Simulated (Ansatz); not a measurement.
# K on Rh(110): change of the work function, part 5 of 5

How does K on the longbridge site change the work function of Rh(110) as the layer fills?

Ansatz 0.2.0; plane-wave DFT, PBE, Ansatz PAW.

So far, work function, upper face (eV): step 2 (the clean slab) 4.57; step 4 (the covered slab, coverage 0.5 ML) 1.97; step 6 (the slab at 0.25 ML, atoms frozen) 1.89; step 7 (the substrate of the 0.25 ML cell alone) 4.60; step 8 (the adsorbate layer of the 0.25 ML cell alone) 2.44.

## Step 10: The same run with other settings

This step: plane-wave DFT, PBE, Ansatz PAW (Ansatz 0.2.0).

System of this step: KRh10 (K/Rh(110)). The cell holds 22 atoms: 20 Rh and 2 K. Cell: a = 7.600 Å, b = 5.374 Å, c = 26.368 Å, α = 90.0°, β = 90.0°, γ = 90.0°. Vacuum lies along c.

A run with a changed input: it repeats the earlier run at 0.5 ML with basis.ecutwfc to 300 eV and kpoints.mp_grid.grid from [4, 6, 1] to [3, 5, 1].

input.yaml

```yaml
crystal:
  lattice:
    - [7.6, 0.0, 0.0]
    - [0.0, 5.374011537, 0.0]
    - [0.0, 0.0, 26.3677512816]
  atoms:
    - { symbol: Rh, position: [0.0, 0.0, 0.3413260351] }
    - { symbol: Rh, position: [0.25, 0.25, 0.3922785365] }
    - { symbol: Rh, position: [0.0, 0.0, 0.4419965872] }
    - { symbol: Rh, position: [0.25, 0.25, 0.4969270665] }
    - { symbol: Rh, position: [0.0, 0.0, 0.5417039934] }
    - { symbol: Rh, position: [0.0, 0.5, 0.3413260351] }
    - { symbol: Rh, position: [0.25, 0.75, 0.3922785365] }
    - { symbol: Rh, position: [0.0, 0.5, 0.4419965872] }
    - { symbol: Rh, position: [0.25, 0.75, 0.4969270665] }
    - { symbol: Rh, position: [0.0, 0.5, 0.5417039934] }
    - { symbol: Rh, position: [0.5, 0.0, 0.3413260351] }
    - { symbol: Rh, position: [0.75, 0.25, 0.3922785365] }
    - { symbol: Rh, position: [0.5, 0.0, 0.4419965872] }
    - { symbol: Rh, position: [0.75, 0.25, 0.4969270665] }
    - { symbol: Rh, position: [0.5, 0.0, 0.5417039934] }
    - { symbol: Rh, position: [0.5, 0.5, 0.3413260351] }
    - { symbol: Rh, position: [0.75, 0.75, 0.3922785365] }
    - { symbol: Rh, position: [0.5, 0.5, 0.4419965872] }
    - { symbol: Rh, position: [0.75, 0.75, 0.4969270665] }
    - { symbol: Rh, position: [0.5, 0.5, 0.5417039934] }
    - { symbol: K, position: [0.25, 0.0, 0.6586739649] }
    - { symbol: K, position: [0.75, 0.5, 0.6586739649] }
kpoints:
  mp_grid: { grid: [3, 5, 1] }
hamiltonian:
  xc: pbe
scf:
  occupations: { method: fermi_dirac, width: 0.1 }
  convergence: { dr2_threshold: 1.0e-08 }
efield:
  axis: 3
  dipole_correction: true
  ramp_position: 0.97
  ramp_width: 0.06
relax:
  f_tol: 0.02
  max_steps: 60
  constraints: [{ sites: [0, 1, 5, 6, 10, 11, 15, 16] }]
output:
  bader: true
  dos: { projected: true, e_range: [-8, 4] }
  write_potential: true
  write_density: true
  volumetric_format: npy
basis:
  ecutwfc: "300 eV"
```

Launch:

```bash
> ansatz run input.yaml --threads 4 --pin off --max-ram 12288MiB --backend cpu --events-out ev --progress --plain --runs-dir out
```

Numbers of over 12 decimals in the logs are rounded to 6 here.

Log:

```text
Warning: basis.ecutwfc = 300 eV is below the records' recommended 420 eV, and the density's cutoff is lower with it unless basis.ecutrho_ratio is high enough to keep the records' density cutoff: compare with a run at a higher cutoff
[...]
Crystal: 22 atoms, lattice volume = 1076.925 Å³
Basis set: ecut = 300 eV, 12729 PW (Γ), exchange–correlation on 90×64×300 points (8 copies of the dense FFT grid, shifted against one another)
Bands: 215, of which v1, the nominal top of the filled ones, is band 179 counted from 1 (178 counted from 0)
Symmetry: 8 space group operations
[...]
k-points: 6 of 15
[...]
SCF iter   1: F=—  HF=-131119.858168 eV  |F-HF|=—  |Δ(HF+E_count)|=         —  Δρ=7.87e-3  dr2=1.09e0  ethr=1.77e-3  p=0.397 e·Å  D=6.68e-2 V/Å  ΔV_dip=-1.76 eV  dr2_dipole=5.52e-1  V_vac-E_F(+/−)=2.61/4.37 eV  ⟨swp⟩=7.7  Hψ=5353  notcnv=0  defer=12
[...]
SCF iter  11: F=-131119.836533 eV  HF=-131119.836533 eV  |F-HF|=5.93e-8  |Δ(HF+E_count)|=   1.68e-7  Δρ=3.96e-7  dr2=2.68e-9  ethr=2.79e-12  p=0.521 e·Å  D=8.75e-2 V/Å  ΔV_dip=-2.31 eV  dr2_dipole=1.68e-10  V_vac-E_F(+/−)=2.32/4.62 eV  ⟨swp⟩=15.5  Hψ=9585  notcnv=0
SCF 1 converged in 11 iterations: F = -131119.836533 eV  dr2 = 2.68e-9
[...]
relax step   1: F+E_penalty+E_count = -131119.83653274 eV  Δ(F+E_penalty+E_count) = +0.000e0 eV  max|allowed force component| = 5.622e-1 eV/Å  Δτ_max = 0.0000 Å  (11 SCF iters, accepted)
[...]
SCF iter  10: F=-131119.979628 eV  HF=-131119.979627 eV  |F-HF|=6.90e-8  |Δ(HF+E_count)|=   3.81e-8  Δρ=4.23e-7  dr2=4.08e-9  ethr=2.72e-12  p=0.534 e·Å  D=8.97e-2 V/Å  ΔV_dip=-2.37 eV  dr2_dipole=3.09e-11  V_vac-E_F(+/−)=2.26/4.63 eV  ⟨swp⟩=15.2  Hψ=9316  notcnv=0
SCF 2 converged in 10 iterations: F = -131119.979628 eV  dr2 = 4.08e-9
[...]
relax step   2: F+E_penalty+E_count = -131119.97962756 eV  Δ(F+E_penalty+E_count) = -1.431e-1 eV  max|allowed force component| = 5.429e-1 eV/Å  Δτ_max = 0.0798 Å  (10 SCF iters, accepted)
[...]
SCF iter  11: F=-131120.180070 eV  HF=-131120.180070 eV  |F-HF|=5.49e-8  |Δ(HF+E_count)|=   4.27e-8  Δρ=3.30e-7  dr2=3.45e-9  ethr=1.00e-12  p=0.560 e·Å  D=9.41e-2 V/Å  ΔV_dip=-2.48 eV  dr2_dipole=6.99e-10  V_vac-E_F(+/−)=2.16/4.64 eV  ⟨swp⟩=11.0  Hψ=9210  notcnv=0
SCF 3 converged in 11 iterations: F = -131120.180070 eV  dr2 = 3.45e-9
relax step   3: F+E_penalty+E_count = -131120.18006956 eV  Δ(F+E_penalty+E_count) = -2.004e-1 eV  max|allowed force component| = 4.288e-1 eV/Å  Δτ_max = 0.1953 Å  (11 SCF iters, accepted)
[...]
relax step   4: F+E_penalty+E_count = -131120.31245890 eV  Δ(F+E_penalty+E_count) = -1.324e-1 eV  max|allowed force component| = 2.328e-1 eV/Å  Δτ_max = 0.1938 Å  (11 SCF iters, accepted)
[...]
relax step   5: F+E_penalty+E_count = -131120.35865619 eV  Δ(F+E_penalty+E_count) = -4.620e-2 eV  max|allowed force component| = 7.520e-2 eV/Å  Δτ_max = 0.1444 Å  (11 SCF iters, accepted)
SCF iter   1: F=—  HF=-131120.363902 eV  |F-HF|=—  |Δ(HF+E_count)|=         —  Δρ=8.31e-4  dr2=5.35e-2  ethr=2.65e-5  p=0.595 e·Å  D=1.00e-1 V/Å  ΔV_dip=-2.64 eV  dr2_dipole=7.93e-3  V_vac-E_F(+/−)=2.00/4.64 eV  ⟨swp⟩=4.0  Hψ=2817  notcnv=0  defer=28
[...]
SCF iter   9: F=-131120.362080 eV  HF=-131120.362080 eV  |F-HF|=9.69e-9  |Δ(HF+E_count)|=   2.06e-7  Δρ=2.74e-7  dr2=2.28e-9  ethr=2.79e-12  p=0.599 e·Å  D=1.01e-1 V/Å  ΔV_dip=-2.65 eV  dr2_dipole=1.54e-10  V_vac-E_F(+/−)=1.97/4.63 eV  ⟨swp⟩=15.2  Hψ=9628  notcnv=0
SCF 6 converged in 9 iterations: F = -131120.362080 eV  dr2 = 2.28e-9
relax step   6: F+E_penalty+E_count = -131120.36207970 eV  Δ(F+E_penalty+E_count) = -3.424e-3 eV  max|allowed force component| = 1.678e-2 eV/Å  Δτ_max = 0.0415 Å  (9 SCF iters, accepted)
[...]
SCF converged after 9 iterations
Free energy (F): -131120.362080 eV
[...]
Internal energy: -131119.074919 eV  (E = F + TS)
E sigma→0 (E₀):  -131119.718499 eV
Entropy (-TS):   -1.287161 eV (-58.507 meV/atom)
Fermi energy:    3.819858 eV
Dipole field:    D = 0.100670 V/Å  (p = 0.599135 e·Å, saw-weighted, corrected)
Work function:   Φ+ = 1.9746 eV   Φ− = 4.6292 eV
[...]
--- Forces (eV/Å), atoms counted from 1 ---
  atom   1  Rh    -0.00979612    -0.00000000     0.69491045
  atom   2  Rh     0.00000000    -0.01451269    -0.69164965
  atom   3  Rh     0.01319311    -0.00000000     0.00645608
  atom   4  Rh     0.00000000    -0.00785209    -0.01678075
  atom   5  Rh     0.00646013     0.00000000     0.01010665
  atom   6  Rh     0.00979612     0.00000000     0.69491045
  atom   7  Rh     0.00000000     0.01451269    -0.69164965
  atom   8  Rh    -0.01319311    -0.00000000     0.00645608
  atom   9  Rh     0.00000000     0.00785209    -0.01678075
  atom  10  Rh    -0.00646013     0.00000000     0.01010665
  atom  11  Rh     0.00979612     0.00000000     0.69491045
  atom  12  Rh     0.00000000     0.01451269    -0.69164965
  atom  13  Rh    -0.01319311    -0.00000000     0.00645608
  atom  14  Rh     0.00000000     0.00785209    -0.01678075
  atom  15  Rh    -0.00646013     0.00000000     0.01010665
  atom  16  Rh    -0.00979612    -0.00000000     0.69491045
  atom  17  Rh     0.00000000    -0.01451269    -0.69164965
  atom  18  Rh     0.01319311    -0.00000000     0.00645608
  atom  19  Rh     0.00000000    -0.00785209    -0.01678075
  atom  20  Rh     0.00646013     0.00000000     0.01010665
  atom  21  K     -0.00000000     0.00000000    -0.00614024
  atom  22  K     -0.00000000     0.00000000    -0.00614024
  max |Σ_I F_I| component: 1.09e-4 eV/Å
--- Band table (eV; the first three rows and the last of 6) ---
  k-point 0: bands = [... 175 lower, 3.8617, 3.8764, 4.1321, 4.1678, 4.2237, 4.2857, 4.3011, 4.3143, ... 32 higher]
  k-point 1: bands = [... 175 lower, 3.7796, 3.7864, 3.8708, 3.8734, 3.8835, 3.9421, 3.9679, 3.9858, ... 32 higher]
  k-point 2: bands = [... 175 lower, 3.4064, 3.4505, 3.4598, 3.5569, 3.6267, 3.6733, 3.7331, 3.8055, ... 32 higher]
  k-point 5: bands = [... 175 lower, 3.6098, 3.6371, 3.6432, 3.6919, 3.6928, 3.7215, 3.7430, 3.8120, ... 32 higher]
--- Relaxed structure (6 steps of the walk, 6 accepted, 0 SCFs on fresh bases) ---
  F+E_penalty+E_count = -131120.36207970 eV   max|allowed force component| = 1.678e-2 eV/Å
  atoms:
    - { symbol: Rh, position: [0.0, 0.0, 0.341326] }
    - { symbol: Rh, position: [0.25, 0.25, 0.3922785365] }
    - { symbol: Rh, position: [-0.000452145, 0, 0.441707] }
    - { symbol: Rh, position: [0.25, 0.246977, 0.497173] }
    - { symbol: Rh, position: [-0.00590929, 0, 0.542812] }
    - { symbol: Rh, position: [0.0, 0.5, 0.341326] }
    - { symbol: Rh, position: [0.25, 0.75, 0.3922785365] }
    - { symbol: Rh, position: [0.000452145, 0.5, 0.441707] }
    - { symbol: Rh, position: [0.25, 0.753023, 0.497173] }
    - { symbol: Rh, position: [0.00590929, 0.5, 0.542812] }
    - { symbol: Rh, position: [0.5, 0.0, 0.341326] }
    - { symbol: Rh, position: [0.75, 0.25, 0.3922785365] }
    - { symbol: Rh, position: [0.500452, 0, 0.441707] }
    - { symbol: Rh, position: [0.75, 0.253023, 0.497173] }
    - { symbol: Rh, position: [0.505909, 0, 0.542812] }
    - { symbol: Rh, position: [0.5, 0.5, 0.341326] }
    - { symbol: Rh, position: [0.75, 0.75, 0.3922785365] }
    - { symbol: Rh, position: [0.499548, 0.5, 0.441707] }
    - { symbol: Rh, position: [0.75, 0.746977, 0.497173] }
    - { symbol: Rh, position: [0.494091, 0.5, 0.542812] }
    - { symbol: K, position: [0.25, 0, 0.633841] }
    - { symbol: K, position: [0.75, 0.5, 0.633841] }
--- Bader charges: 22 sites ---
  site symbol  charge [e]  shift [e]
     0     Rh     -0.0355     0.0002
     1     Rh      0.0213     0.0002
     2     Rh      0.0251     0.0000
     3     Rh     -0.0142     0.0002
     4     Rh     -0.2990     0.0002
     5     Rh     -0.0355     0.0002
     6     Rh      0.0213     0.0002
     7     Rh      0.0251     0.0000
     8     Rh     -0.0142     0.0002
     9     Rh     -0.2990     0.0002
    10     Rh     -0.0355     0.0002
    11     Rh      0.0213     0.0002
    12     Rh      0.0251     0.0000
    13     Rh     -0.0142     0.0002
    14     Rh     -0.2990     0.0002
    15     Rh     -0.0355     0.0002
    16     Rh      0.0213     0.0002
    17     Rh      0.0251     0.0000
    18     Rh     -0.0142     0.0002
    19     Rh     -0.2990     0.0002
    20      K      0.6044     0.0000
    21      K      0.6044     0.0000
  estimated error of the sums over rays = 5.5e-4 e
```

Elapsed: 4.6 min, on 4 threads of Arm Neoverse V1, shared host; peak memory 3.2 GiB; 18 min of CPU time.

```
                      quantity  this run  earlier run  difference
work function, upper face (eV)     1.975        1.967      0.0075
work function, lower face (eV)     4.629        4.618       0.012
 dipole along the normal (e·Å)    0.5991       0.5982      9.1e-4
```

What moves beyond 0.01 in its unit (for the dipole 0.5 % and 5e-5 e·Å): work function, lower face (+0.0116 eV).

The change shows in the results, which are not taken further.

## Step 11: Varying the input: basis.xc_grid = 4

System of this step: Rh(110). The cell holds 5 atoms: 5 Rh. Cell: a = 3.800 Å, b = 2.687 Å, c = 23.374 Å, α = 90.0°, β = 90.0°, γ = 90.0°. Vacuum lies along c.

Another changed input: it repeats the earlier run at 0 ML with basis.xc_grid to 4.

input.yaml, the sections that differ from step 10:

```yaml
crystal:
  lattice:
    - [3.8, 0.0, 0.0]
    - [0.0, 2.6870057685, 0.0]
    - [0.0, 0.0, 23.374011537]
  atoms:
    - { symbol: Rh, position: [0.0, 0.0, 0.3850430204] }
    - { symbol: Rh, position: [0.5, 0.5, 0.4425215102] }
    - { symbol: Rh, position: [0.0, 0.0, 0.5] }
    - { symbol: Rh, position: [0.5, 0.5, 0.5574784898] }
    - { symbol: Rh, position: [0.0, 0.0, 0.6149569796] }
kpoints:
  mp_grid: { grid: [8, 11, 1] }
relax:
  f_tol: 0.02
  max_steps: 60
  constraints: [{ sites: [0, 1] }]
output:
  write_potential: true
  write_density: true
  volumetric_format: npy
basis:
  xc_grid: 4
# hamiltonian, scf, efield: as in step 10
```

Log:

```text
[...]
Crystal: 5 atoms, lattice volume = 238.663 Å³
Basis set: ecut = 420 eV, 4699 PW (Γ), exchange–correlation on 108×72×640 points (64 copies of the dense FFT grid, shifted against one another)
Bands: 51, of which v1, the nominal top of the filled ones, is band 43 counted from 1 (42 counted from 0)
Symmetry: 4 space group operations
k-points: 30 of 88
[...]
SCF iter   1: F=—  HF=-32011.392333 eV  |F-HF|=—  |Δ(HF+E_count)|=         —  Δρ=6.19e-3  dr2=8.18e-2  ethr=1.77e-3  p=0.000 e·Å  D=4.28e-14 V/Å  ΔV_dip=-0.00 eV  dr2_dipole=2.14e-7  V_vac-E_F(+/−)=4.40/4.40 eV  ⟨swp⟩=8.5  Hψ=6839  notcnv=0
[...]
SCF iter   9: F=-32011.390471 eV  HF=-32011.390471 eV  |F-HF|=3.64e-8  |Δ(HF+E_count)|=   3.04e-7  Δρ=1.21e-6  dr2=2.27e-9  ethr=1.18e-11  p=0.000 e·Å  D=5.51e-9 V/Å  ΔV_dip=-0.00 eV  dr2_dipole=2.27e-12  V_vac-E_F(+/−)=4.57/4.57 eV  ⟨swp⟩=10.2  Hψ=11443  notcnv=0
SCF 1 converged in 9 iterations: F = -32011.390471 eV  dr2 = 2.27e-9
[...]
relax step   1: F+E_penalty+E_count = -32011.39047115 eV  Δ(F+E_penalty+E_count) = +0.000e0 eV  max|allowed force component| = 8.826e-1 eV/Å  Δτ_max = 0.0000 Å  (9 SCF iters, accepted)
[...]
SCF iter  10: F=-32011.447025 eV  HF=-32011.447025 eV  |F-HF|=8.91e-9  |Δ(HF+E_count)|=   1.44e-9  Δρ=1.11e-6  dr2=2.64e-9  ethr=1.18e-11  p=0.001 e·Å  D=1.03e-3 V/Å  ΔV_dip=-0.02 eV  dr2_dipole=5.43e-11  V_vac-E_F(+/−)=4.53/4.56 eV  ⟨swp⟩=10.4  Hψ=11739  notcnv=0
SCF 2 converged in 10 iterations: F = -32011.447025 eV  dr2 = 2.64e-9
relax step   2: F+E_penalty+E_count = -32011.44702483 eV  Δ(F+E_penalty+E_count) = -5.655e-2 eV  max|allowed force component| = 4.614e-1 eV/Å  Δτ_max = 0.1335 Å  (10 SCF iters, accepted)
[...]
SCF iter   9: F=-32011.459955 eV  HF=-32011.459955 eV  |F-HF|=1.47e-8  |Δ(HF+E_count)|=   4.53e-7  Δρ=9.72e-7  dr2=2.99e-9  ethr=1.18e-11  p=-0.001 e·Å  D=-7.76e-4 V/Å  ΔV_dip=0.02 eV  dr2_dipole=3.51e-10  V_vac-E_F(+/−)=4.56/4.54 eV  ⟨swp⟩=10.3  Hψ=11436  notcnv=0
SCF 3 converged in 9 iterations: F = -32011.459955 eV  dr2 = 2.99e-9
relax step   3: F+E_penalty+E_count = -32011.45995536 eV  Δ(F+E_penalty+E_count) = -1.293e-2 eV  max|allowed force component| = 1.278e-1 eV/Å  Δτ_max = 0.0461 Å  (9 SCF iters, accepted)
[...]
relax step   4: F+E_penalty+E_count = -32011.46071553 eV  Δ(F+E_penalty+E_count) = -7.602e-4 eV  max|allowed force component| = 2.234e-2 eV/Å  Δτ_max = 0.0106 Å  (7 SCF iters, accepted)
SCF iter   1: F=—  HF=-32011.460937 eV  |F-HF|=—  |Δ(HF+E_count)|=         —  Δρ=2.88e-4  dr2=4.24e-4  ethr=6.88e-7  p=-0.002 e·Å  D=-1.67e-3 V/Å  ΔV_dip=0.04 eV  dr2_dipole=8.09e-5  V_vac-E_F(+/−)=4.57/4.53 eV  ⟨swp⟩=2.8  Hψ=2866  notcnv=0  defer=3
[...]
SCF iter   7: F=-32011.460768 eV  HF=-32011.460768 eV  |F-HF|=3.85e-8  |Δ(HF+E_count)|=   1.45e-8  Δρ=8.85e-7  dr2=2.65e-9  ethr=1.18e-11  p=-0.003 e·Å  D=-1.92e-3 V/Å  ΔV_dip=0.04 eV  dr2_dipole=1.56e-10  V_vac-E_F(+/−)=4.57/4.53 eV  ⟨swp⟩=9.9  Hψ=10880  notcnv=0
SCF 5 converged in 7 iterations: F = -32011.460768 eV  dr2 = 2.65e-9
relax step   5: F+E_penalty+E_count = -32011.46076790 eV  Δ(F+E_penalty+E_count) = -5.236e-5 eV  max|allowed force component| = 3.839e-3 eV/Å  Δτ_max = 0.0029 Å  (7 SCF iters, accepted)
[...]
WARN: The input density's exchange-correlation potential varies sharply where the density is thin. Do not read a vacuum level from v_tot or v_xc, or from such a field of the output density. On a cell that repeats whose density bears no net charge and no dipole along the vacuum's axis use v_es (v_loc + v_h of the components); under efield.dipole_correction with no amplitude use v_es + v_field, which holds any external [...]
SCF converged after 7 iterations
Free energy (F): -32011.460768 eV
[...]
Internal energy: -32011.153545 eV  (E = F + TS)
E sigma→0 (E₀):  -32011.307156 eV
Entropy (-TS):   -0.307223 eV (-61.445 meV/atom)
Fermi energy:    3.200343 eV
Dipole field:    D = -0.001936 V/Å  (p = -0.002554 e·Å, saw-weighted, corrected)
Work function:   Φ+ = 4.5735 eV   Φ− = 4.5283 eV
[...]
--- Forces (eV/Å), atoms counted from 1 ---
  atom   1  Rh     0.00000000     0.00000000     0.77588012
  atom   2  Rh     0.00000000     0.00000000    -0.77524196
  atom   3  Rh     0.00000000     0.00000000    -0.00083121
  atom   4  Rh     0.00000000     0.00000000     0.00383948
  atom   5  Rh     0.00000000     0.00000000    -0.00366353
  max |Σ_I F_I| component: 1.71e-5 eV/Å
--- Band table (eV; the first three rows and the last of 30) ---
  k-point 0: bands = [... 39 lower, 2.3454, 2.5417, 2.5464, 2.7942, 3.2693, 3.5487, 3.5599, 3.7051, ... 4 higher]
  k-point 1: bands = [... 39 lower, 2.2630, 2.7128, 2.7463, 2.8016, 3.0323, 3.4064, 3.7221, 3.7844, ... 4 higher]
  k-point 2: bands = [... 39 lower, 2.6546, 2.7453, 2.7694, 2.8239, 2.9690, 3.2995, 3.6077, 4.1068, ... 4 higher]
  k-point 29: bands = [... 39 lower, 2.9099, 3.6351, 3.6827, 3.6930, 3.7835, 3.8902, 5.3587, 5.6175, ... 4 higher]
--- Relaxed structure (5 steps of the walk, 5 accepted, 0 SCFs on fresh bases) ---
  F+E_penalty+E_count = -32011.46076790 eV   max|allowed force component| = 3.839e-3 eV/Å
  atoms:
    - { symbol: Rh, position: [0.0, 0.0, 0.3850430204] }
    - { symbol: Rh, position: [0.5, 0.5, 0.442522] }
    - { symbol: Rh, position: [0.0, 0.0, 0.498607] }
    - { symbol: Rh, position: [0.5, 0.5, 0.560573] }
    - { symbol: Rh, position: [0.0, 0.0, 0.611085] }
```

The job ended after 42 s (4 threads; peak memory 0.81 GiB).

The steps of the relaxation:

```
step  energy less that of the first step (eV)  largest force component (eV/Å)
   1                                   0.0000                          0.8826
   2                                  -0.0566                          0.4614
   3                                  -0.0695                          0.1278
   4                                  -0.0702                          0.0223
   5                                  -0.0703                          0.0038
```

The run keeps the 4 symmetry operations that it works with, so distortions that break them were not tested.

The atoms that moved most (Å):

```
atom     dx     dy      dz  length
 Rh5  0.000  0.000  -0.090   0.090
 Rh4  0.000  0.000   0.072   0.072
 Rh3  0.000  0.000  -0.033   0.033
```

The relaxed structure:

```cif
data_structure
_symmetry_space_group_name_H-M 'P 1'
_symmetry_Int_Tables_number 1
_cell_length_a 3.8000
_cell_length_b 2.6870
_cell_length_c 23.3740
_cell_angle_alpha 90.000
_cell_angle_beta 90.000
_cell_angle_gamma 90.000
_cell_volume 238.66
loop_
_atom_site_label
_atom_site_type_symbol
_atom_site_fract_x
_atom_site_fract_y
_atom_site_fract_z
_atom_site_occupancy
Rh1 Rh 0.00000 0.00000 0.38504 1
Rh2 Rh 0.50000 0.50000 0.44252 1
Rh3 Rh 0.00000 0.00000 0.49861 1
Rh4 Rh 0.50000 0.50000 0.56057 1
Rh5 Rh 0.00000 0.00000 0.61109 1
```

Numbers from this step:

```yaml
energy_at_zero_smearing: -32011.3072 eV
work_function_upper_face: 4.574 eV
work_function_lower_face: 4.528 eV
dipole_along_the_normal: -0.002554 e·Å
step_between_the_vacuum_levels: 0.04526 eV
```

```
                      quantity   this run  earlier run  difference
work function, upper face (eV)      4.574        4.574      6.4e-6
work function, lower face (eV)      4.528        4.528     -5.5e-6
 dipole along the normal (e·Å)  -0.002554    -0.002553     -6.7e-7
```

Nothing in the table moves by 0.01 in its unit (for the dipole 0.5 % and 5e-5 e·Å).

## Step 12: Results

```yaml
work_function_of_the_clean_face: 4.57 eV
work_function_at_0p25_ml: 1.89 eV
work_function_at_0p5_ml: 1.97 eV
dipole_per_adsorbate_at_0p25_ml_positive_end_outwards: 2.91 D
step_of_the_potential_from_the_moved_charge_at_0p25_ml_upper_less_lower_side_atoms_held: -2.73 eV
```

K lowers the work function of Rh(110) at the lowest coverage, by 2.68 eV: the adsorbate layer has its positive end outwards. The slab has 5 layers, at the tabulated experimental lattice constant, one starting site was run, and quantum-size effects of a slab this thin can reach one or two tenths of an eV.

[Logs are printed without paths, hosts, clocks, repeated set-up lines and the standing remarks that a program may print on its own settings, such as how far it seeks lower states.]

[Hosts, paths, dates, database ids (printed as entryN), source tags and the programs' standing remarks are cut or masked in the printed files.]

[Maps of the electrostatic potential energy from Ansatz leave out the sawtooth potential of an applied field or a dipole correction, so their vacuum need not be flat; planar profiles and work functions include it.]
